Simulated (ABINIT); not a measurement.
# CaAlSiH (P3m1): changed settings of a GW run in ABINIT

Aim: change inputs of a GW run on CaAlSiH (P3m1) and see what moves.

Main program and level: ABINIT 10.8.3; LDA and many-body steps on it, plane waves.

**1. Starting point**

It takes space group P3m1 (No. 156, trigonal). Conventional cell: a = 4.143 Å, b = 4.143 Å, c = 4.698 Å, α = 90.00°, β = 90.00°, γ = 120.00°. Nearest to Ca lie 3 H at 2.42 Å and 3 Si at 3.14 Å. Nearest to Al lie 1 H at 1.75 Å and 3 Si at 2.45 Å. Nearest to Si lie 3 Al at 2.45 Å and 3 Ca at 3.14 Å. Nearest to H lie 1 Al at 1.75 Å and 3 Ca at 2.42 Å. Farther neighbours are not listed.

As a file:

```cif
data_structure
_symmetry_space_group_name_H-M 'P3m1'
_symmetry_Int_Tables_number 156
_cell_length_a 4.1433
_cell_length_b 4.1433
_cell_length_c 4.6982
_cell_angle_alpha 90.000
_cell_angle_beta 90.000
_cell_angle_gamma 120.000
_cell_volume 69.85
loop_
_atom_site_label
_atom_site_type_symbol
_atom_site_symmetry_multiplicity
_atom_site_Wyckoff_symbol
_atom_site_fract_x
_atom_site_fract_y
_atom_site_fract_z
_atom_site_occupancy
Ca1 Ca 1 a 0.00000 0.00000 0.99992 1
Al1 Al 1 c 0.66667 0.33333 0.45711 1
Si1 Si 1 b 0.33333 0.66667 0.56589 1
H1 H 1 c 0.66667 0.33333 0.08377 1
```

The cell and positions are those that the Materials Project relaxed with its own functionals (PBE, PBE+U or r2SCAN), kept fixed.

**2. Screening, 3×3×4 mesh, 61 bands, screening to 122.5 eV**

This step: ABINIT 10.8.3; RPA screening on LDA, plane waves, norm-conserving pseudopotentials.

The RPA dielectric matrix is built and inverted for each q.

run.abi reads:

```
acell 3*1.0 Angstrom
rprim 
  4.143280229474 0.000000000031 0.000000000000
  -2.071640114764 3.588185933707 0.000000000000
  0.000000000000 0.000000000000 4.698226000000
ntypat 4
znucl 20 13 14 1
natom 4
typat 1 2 3 4
xred 
  0.000000000000 0.000000000000 0.999921000000
  0.666666666667 0.333333333333 0.457112000000
  0.333333333333 0.666666666667 0.565892000000
  0.666666666667 0.333333333333 0.083775000000
pp_dirpath "pseudos"
pseudos "Ca.upf, Al.upf, Si.upf, H.upf"
ecut 31
ngkpt 3 3 4
nshiftk 1
shiftk 0 0 0
kptopt 1
chksymbreak 0
istwfk *1
occopt 1
irdwfk 1
optdriver 3
nband 61
ecuteps 4.5
inclvkb 2
awtr 1
symchi 1
indata_prefix "in"
outdata_prefix "out"
tmpdata_prefix "tmp"
```

Run with:

```console
> OMP_NUM_THREADS=1 mpirun -n 4 abinit run.abi > log
```

The program printed:

```text
.Version 10.8.3 of ABINIT. v10.8.2 released Aug 2026.

 Symmetries : space group P3 m 1 (#156); Bravais hP (primitive hexag.)
[... echo of the input left out ...]
== DATASET  1 ==================================================================
-   mpi_nproc: 4, omp_nthreads: 1 (-1 if OMP is not activated)

--- !DatasetInfo
iteration_state: {dtset: 1, }
dimensions: {natom: 4, nkpt: 10, mband: 61, nsppol: 1, nspinor: 1, nspden: 1, mpw: 3898, }
cutoff_energies: {ecut:  31.0, pawecutdg:  -1.0, }
electrons: {nelect:   1.80000000E+01, charge:   0.00000000E+00, occopt:   1.00000000E+00, tsmear:   1.00000000E-02, }

 SCREENING: Calculation of the susceptibility and dielectric matrices

 Based on a program developped by R.W. Godby, V. Olevano, G. Onida, and L. Reining.
 Incorporated in ABINIT by V. Olevano, G.-M. Rignanese, and M. Torrent.
.Using double precision arithmetic ; gwpc =  8

[... cell and pseudopotentials left out ...]
--------------------------------------------------------------------------------

 ==== K-mesh for the wavefunctions ====
 Number of points in the irreducible wedge :    10
[... list of points left out ...]
 Together with  6 symmetry operations and time-reversal symmetry
 yields    36 points in the full Brillouin Zone.

 ==== Q-mesh for the screening function ====
 Number of points in the irreducible wedge :    10
[... list of points left out ...]
 Together with  6 symmetry operations and time-reversal symmetry
 yields    36 points in the full Brillouin Zone.

 setmesh: FFT mesh size selected  =    24x   24x   32
          total number of points  =        18432

 vcoul_init : cutoff-mode = AUXILIARY_FUNCTION
 q-points for optical limit:   1
     1)      0.000010    0.000020    0.000030

- screening: taking advantage of time-reversal symmetry
- Maximum band index for partially occupied states nbvw = 9
- Remaining bands to be divided among processors   nbcw = 52
- Number of bands treated by each node ~13

 Number of electrons calculated from density =   18.0000; Expected =   18.0000
 average of density, n =  0.038188
 r_s =    1.8422
 omega_plasma =   18.8502 [eV]

 calculating chi0 at frequencies [eV] :
  1    0.000000E+00    0.000000E+00
  2    0.000000E+00    1.885024E+01

--------------------------------------------------------------------------------
  q-point number  1        q = ( 0.000000, 0.000000, 0.000000) [r.l.u.]
--------------------------------------------------------------------------------
[... chi0 elements left out ...]
 For q-point:  0.000010 0.000020 0.000030
  dielectric constant =  22.0766
  dielectric constant without local fields =  24.9319

  Average fulfillment of the sum rule on Im[epsilon] for q-point    1 :     63.62  [%]
[... wings left out ...]
  q-point number  2        q = ( 0.333333, 0.000000, 0.000000) [r.l.u.]
--------------------------------------------------------------------------------
[... chi0 elements left out ...]
  Average fulfillment of the sum rule on Im[epsilon] for q-point    2 :     71.81  [%]

 [... 8 further q-points ...]
```

Wall time 23 s (4 MPI ranks of Arm Neoverse N1, shared host); peak memory 0.64 GiB; 91 s of CPU time.

Numbers from this step:

| Item | Value |
| --- | --- |
| ε∞ with local fields, on this mesh, along the program's q direction | 22.08 |
| the same without local fields | 24.93 |
| plasma frequency | 18.85 eV |
| plane waves in the screening matrix | 225 |

Local fields lower ε∞ by 11 %. On a Γ-centred mesh this coarse the value itself is usually too large, while a short band sum pulls it down.

**3. Base**

The self-energy is evaluated for the states that the input lists, and the levels follow from it, in one-shot runs by the linearised quasiparticle equation.

This step: G0W0 on LDA, plane waves, norm-conserving pseudopotentials.

Edit run.abi of step 2 so:

```diff
@@ -25,8 +25,19 @@
 irdwfk 1
-optdriver 3
+optdriver 4
 nband 61
+gwcalctyp 0
+ecutsigx 31
+symsigma 1
+nkptgw 3
+kptgw 
+  0.0000000000 0.0000000000 0.5000000000
+  -0.3333333333 0.0000000000 0.2500000000
+  0.0000000000 0.0000000000 0.0000000000
+bdgw 
+  7 11
+  8 11
+  8 12
 ecuteps 4.5
-inclvkb 2
-awtr 1
-symchi 1
+irdscr 1
+ppmodel 1
 indata_prefix "in"
```

The program printed:

```text
.Version 10.8.3 of ABINIT. v10.8.2 released Aug 2026.

 Symmetries : space group P3 m 1 (#156); Bravais hP (primitive hexag.)
[... echo of the input left out ...]
== DATASET  1 ==================================================================
-   mpi_nproc: 4, omp_nthreads: 1 (-1 if OMP is not activated)

--- !DatasetInfo
iteration_state: {dtset: 1, }
dimensions: {natom: 4, nkpt: 10, mband: 61, nsppol: 1, nspinor: 1, nspden: 1, mpw: 3898, }
cutoff_energies: {ecut:  31.0, pawecutdg:  -1.0, }
electrons: {nelect:   1.80000000E+01, charge:   0.00000000E+00, occopt:   1.00000000E+00, tsmear:   1.00000000E-02, }

 SIGMA: Calculation of the GW corrections

 Based on a program developped by R.W. Godby, V. Olevano, G. Onida, and L. Reining.
 Incorporated in ABINIT by V. Olevano, G.-M. Rignanese, and M. Torrent.
.Using double precision arithmetic ; gwpc =  8

[... cell and pseudopotentials left out ...]
--------------------------------------------------------------------------------

 ==== K-mesh for the wavefunctions ====
 Number of points in the irreducible wedge :    10
[... list of points left out ...]
 Together with  6 symmetry operations and time-reversal symmetry
 yields    36 points in the full Brillouin Zone.

 ==== Q-mesh for screening function ====
 Number of points in the irreducible wedge :    10
[... list of points left out ...]
 Together with  6 symmetry operations and time-reversal symmetry
 yields    36 points in the full Brillouin Zone.

 vcoul_init : cutoff-mode = AUXILIARY_FUNCTION
 q-points for optical limit:   1
     1)      0.000010    0.000020    0.000030
 setmesh: FFT mesh size selected  =    36x   36x   45
          total number of points  =        58320

 Number of electrons calculated from density =   18.0000; Expected =   18.0000
 average of density, n =  0.038188
 r_s =    1.8422
 omega_plasma =   18.8502 [eV]

 === KS Band Gaps ===
  >>>> For spin  1
   Minimum direct gap =   1.2983 [eV], located at k-point      :   0.0000  0.0000  0.5000
   Fundamental gap    =   0.5332 [eV], Top of valence bands at :   0.0000  0.0000  0.5000
                                       Bottom of conduction at :  -0.3333  0.0000  0.2500
 SIGMA fundamental parameters:
 PLASMON POLE MODEL  1
 number of plane-waves for SigmaX                 3851
 number of plane-waves for SigmaC and W            225
 number of plane-waves for wavefunctions          3851
 number of bands                                    61
 number of independent spin polarizations            1
 number of spinorial components                      1
 number of k-points in IBZ                          10
 number of q-points in IBZ                          10
 number of symmetry operations                       6
 number of k-points in BZ                           36
 number of q-points in BZ                           36
 number of frequencies for dSigma/dE                 9
 frequency step for dSigma/dE [eV]                0.25
 number of omega for Sigma on real axis              0
 max omega for Sigma on real axis  [eV]           0.00
 zcut for avoiding poles [eV]                     0.10

 EPSILON^-1 parameters (SCR file):
 dimension of the eps^-1 matrix on file            225
 dimension of the eps^-1 matrix used               225
 number of plane-waves for wavefunctions          3851
 number of bands                                    61
 number of q-points in IBZ                          10
 number of frequencies                               2
 number of real frequencies                          1
 number of imag frequencies                          1

 matrix elements of self-energy operator (all in [eV])

 Perturbative Calculation

--- !SelfEnergy_ee
iteration_state: {dtset: 1, }
kpoint     : [   0.000,    0.000,    0.500, ]
spin       : 1
KS_gap     :    1.298
QP_gap     :    2.267
Delta_QP_KS:    0.969
data: !SigmaeeData |
     Band     E0 <VxcDFT>   SigX SigC(E0)      Z dSigC/dE  Sig(E)    E-E0       E
        7   5.069 -10.547 -12.063   1.253   0.757  -0.320 -10.746  -0.199   4.870
        8   5.069 -10.547 -12.063   1.253   0.757  -0.320 -10.746  -0.199   4.870
        9   5.567 -10.621 -11.701   0.940   0.764  -0.309 -10.728  -0.107   5.460
       10   6.866 -11.002  -6.092  -3.790   0.770  -0.299 -10.140   0.862   7.727
       11   6.866 -11.002  -6.092  -3.790   0.770  -0.299 -10.140   0.862   7.727

--- !SelfEnergy_ee
iteration_state: {dtset: 1, }
kpoint     : [  -0.333,    0.000,    0.250, ]
spin       : 1
KS_gap     :    1.628
QP_gap     :    2.235
Delta_QP_KS:    0.606
data: !SigmaeeData |
     Band     E0 <VxcDFT>   SigX SigC(E0)      Z dSigC/dE  Sig(E)    E-E0       E
        8   3.793 -10.228 -12.135   1.642   0.752  -0.330 -10.428  -0.200   3.593
[...]
--- !SelfEnergy_ee
iteration_state: {dtset: 1, }
kpoint     : [   0.000,    0.000,    0.000, ]
spin       : 1
KS_gap     :    2.366
QP_gap     :    2.951
Delta_QP_KS:    0.585
data: !SigmaeeData |
     Band     E0 <VxcDFT>   SigX SigC(E0)      Z dSigC/dE  Sig(E)    E-E0       E
[...]
10   6.964  -9.769  -5.297  -3.845   0.768  -0.303  -9.287   0.481   7.446
       11   8.078 -10.036  -5.351  -3.976   0.768  -0.302  -9.492   0.545   8.622
       12   8.078 -10.036  -5.351  -3.976   0.768  -0.302  -9.492   0.545   8.622

== END DATASET(S) ==============================================================
================================================================================

 -outvars: echo values of variables after computation  --------
           etotal      0.0000000000E+00
            nband          61
             nkpt          10
          spgroup         156
 [... the other variables as echoed above ...]

 Calculation completed.
```

Run time: 19 s. Hardware: 4 MPI ranks; peak memory 0.63 GiB; 75 s of CPU time.

This step gave:

```yaml
g0w0_gap_on_the_points_computed: 1.188 eV
starting_gap_on_the_mesh: 0.5333 eV
k_of_the_valence_top: 0, 0, 0.5
k_of_the_conduction_bottom: -0.3333, 0, 0.25
z_at_the_valence_top: 0.764
z_at_the_conduction_bottom: 0.773
least_direct_g0w0_gap_on_the_computed_points: 2.235 eV
```

The gap on the mesh goes from 0.53 eV to 1.19 eV, a correction of +0.65 eV.

**4. Coulomb singularity**

Edit run.abi of step 3 so:

```diff
@@ -42,2 +42,3 @@
 ppmodel 1
+gw_icutcoul 7
 indata_prefix "in"
```

The program printed:

```text
.Version 10.8.3 of ABINIT. v10.8.2 released Aug 2026.

 Symmetries : space group P3 m 1 (#156); Bravais hP (primitive hexag.)
[... echo of the input left out ...]
== DATASET  1 ==================================================================
-   mpi_nproc: 4, omp_nthreads: 1 (-1 if OMP is not activated)

--- !DatasetInfo
iteration_state: {dtset: 1, }
dimensions: {natom: 4, nkpt: 10, mband: 61, nsppol: 1, nspinor: 1, nspden: 1, mpw: 3898, }
cutoff_energies: {ecut:  31.0, pawecutdg:  -1.0, }
electrons: {nelect:   1.80000000E+01, charge:   0.00000000E+00, occopt:   1.00000000E+00, tsmear:   1.00000000E-02, }

 SIGMA: Calculation of the GW corrections

 Based on a program developped by R.W. Godby, V. Olevano, G. Onida, and L. Reining.
 Incorporated in ABINIT by V. Olevano, G.-M. Rignanese, and M. Torrent.
.Using double precision arithmetic ; gwpc =  8

[... cell and pseudopotentials left out ...]
--------------------------------------------------------------------------------

 ==== K-mesh for the wavefunctions ====
 Number of points in the irreducible wedge :    10
[... list of points left out ...]
 Together with  6 symmetry operations and time-reversal symmetry
 yields    36 points in the full Brillouin Zone.

 ==== Q-mesh for screening function ====
 Number of points in the irreducible wedge :    10
[... list of points left out ...]
 Together with  6 symmetry operations and time-reversal symmetry
 yields    36 points in the full Brillouin Zone.

 vcoul_init : cutoff-mode = AUX_GB
 q-points for optical limit:   1
     1)      0.000010    0.000020    0.000030
 setmesh: FFT mesh size selected  =    36x   36x   45
          total number of points  =        58320

 Number of electrons calculated from density =   18.0000; Expected =   18.0000
[...]
number of plane-waves for wavefunctions          3851
 number of bands                                    61
 number of q-points in IBZ                          10
 number of frequencies                               2
 number of real frequencies                          1
 number of imag frequencies                          1

 matrix elements of self-energy operator (all in [eV])

 Perturbative Calculation

--- !SelfEnergy_ee
iteration_state: {dtset: 1, }
kpoint     : [   0.000,    0.000,    0.500, ]
spin       : 1
KS_gap     :    1.298
QP_gap     :    2.268
Delta_QP_KS:    0.970
data: !SigmaeeData |
     Band     E0 <VxcDFT>   SigX SigC(E0)      Z dSigC/dE  Sig(E)    E-E0       E
        7   5.069 -10.547 -12.237   1.337   0.754  -0.326 -10.814  -0.267   4.802
        8   5.069 -10.547 -12.237   1.337   0.754  -0.326 -10.814  -0.267   4.802
        9   5.567 -10.621 -11.875   1.023   0.761  -0.314 -10.797  -0.176   5.391
[...]
--- !SelfEnergy_ee
iteration_state: {dtset: 1, }
kpoint     : [  -0.333,    0.000,    0.250, ]
spin       : 1
KS_gap     :    1.628
QP_gap     :    2.237
Delta_QP_KS:    0.609
data: !SigmaeeData |
     Band     E0 <VxcDFT>   SigX SigC(E0)      Z dSigC/dE  Sig(E)    E-E0       E
[...]
--- !SelfEnergy_ee
iteration_state: {dtset: 1, }
kpoint     : [   0.000,    0.000,    0.000, ]
spin       : 1
KS_gap     :    2.366
QP_gap     :    2.953
Delta_QP_KS:    0.588
data: !SigmaeeData |
     Band     E0 <VxcDFT>   SigX SigC(E0)      Z dSigC/dE  Sig(E)    E-E0       E
[...]
11   8.078 -10.036  -5.351  -4.059   0.765  -0.308  -9.558   0.479   8.556
       12   8.078 -10.036  -5.351  -4.059   0.765  -0.308  -9.558   0.479   8.556

== END DATASET(S) ==============================================================
================================================================================

 -outvars: echo values of variables after computation  --------
           etotal      0.0000000000E+00
            nband          61
             nkpt          10
          spgroup         156
 [... the other variables as echoed above ...]

 Calculation completed.
```

Elapsed: 19 s, on 4 MPI ranks; peak memory 0.63 GiB; 75 s of CPU time.

This step gave:

```
G0W0 gap on the points computed              : 1.191 eV
starting gap on the mesh                     : 0.5333 eV
k of the valence top                         : 0, 0, 0.5
k of the conduction bottom                   : -0.3333, 0, 0.25
Z at the valence top                         : 0.761
Z at the conduction bottom                   : 0.77
least direct G0W0 gap on the computed points : 2.238 eV
```

Against G0W0 in ABINIT (3×3×4 mesh, 61 bands, screening to 122.5 eV, Godby-Needs plasmon pole), the gap moves by +0.003 eV.

**5. Side by side**

Times are wall times on 4 MPI ranks of Arm Neoverse N1, shared host, good to a factor of about two. A run's time includes the screening step that it read.

```csv
run,mesh,bands,screening cutoff (eV),DFT gap (eV),gap on the mesh (eV),direct (eV),ε∞ used,time
base,3×3×4,61,122.5,0.533,1.188,2.235,22.08,42 s
Coulomb singularity,3×3×4,61,122.5,0.533,1.191,2.238,22.08,42 s
```

**6. Results**

```yaml
base: 1.188 eV
coulomb_singularity: 1.191 eV
known_limits: not at the basis limit; coarse k mesh
```

In words: Coulomb singularity: +0.003 eV against base (keys changed: gw_icutcoul). Bands and cutoff are finite, so the gap is not at the basis limit. The miss can reach some tenths of an eV and take either sign; the mesh is an error of its own. In the G0W0 runs levels were corrected at 3 k points alone, so a gap called «on the mesh» is the least over those, and an edge elsewhere would be missed. The 3×3×4 mesh is coarse for this cell, which bears on the long-range parts of exchange and screening.

[Paths, hosts, dates, memory and timing lines, banners, echoed tables and standing remarks are left out of the program output.]

[Logs are printed without paths, hosts, clocks, repeated set-up lines and the standing remarks that a program may print on its own settings, such as how far it seeks lower states.]

[Runs of the session that timed out or met a known fault of the program may be left out.]

[Hosts, paths, dates, database ids (printed as entryN), source tags and the programs' standing remarks are cut or masked in the printed files.]

[G0W0 gaps are taken among the corrected bands and points alone; a level outside them can change the order at an edge.]

[Where Ansatz stands beside ABINIT at settings called matched, ABINIT's density can come from a denser mesh and the files from another edition; pairs whose starting gaps differed by over 0.03 eV were left out, so agreement reads better than it is.]
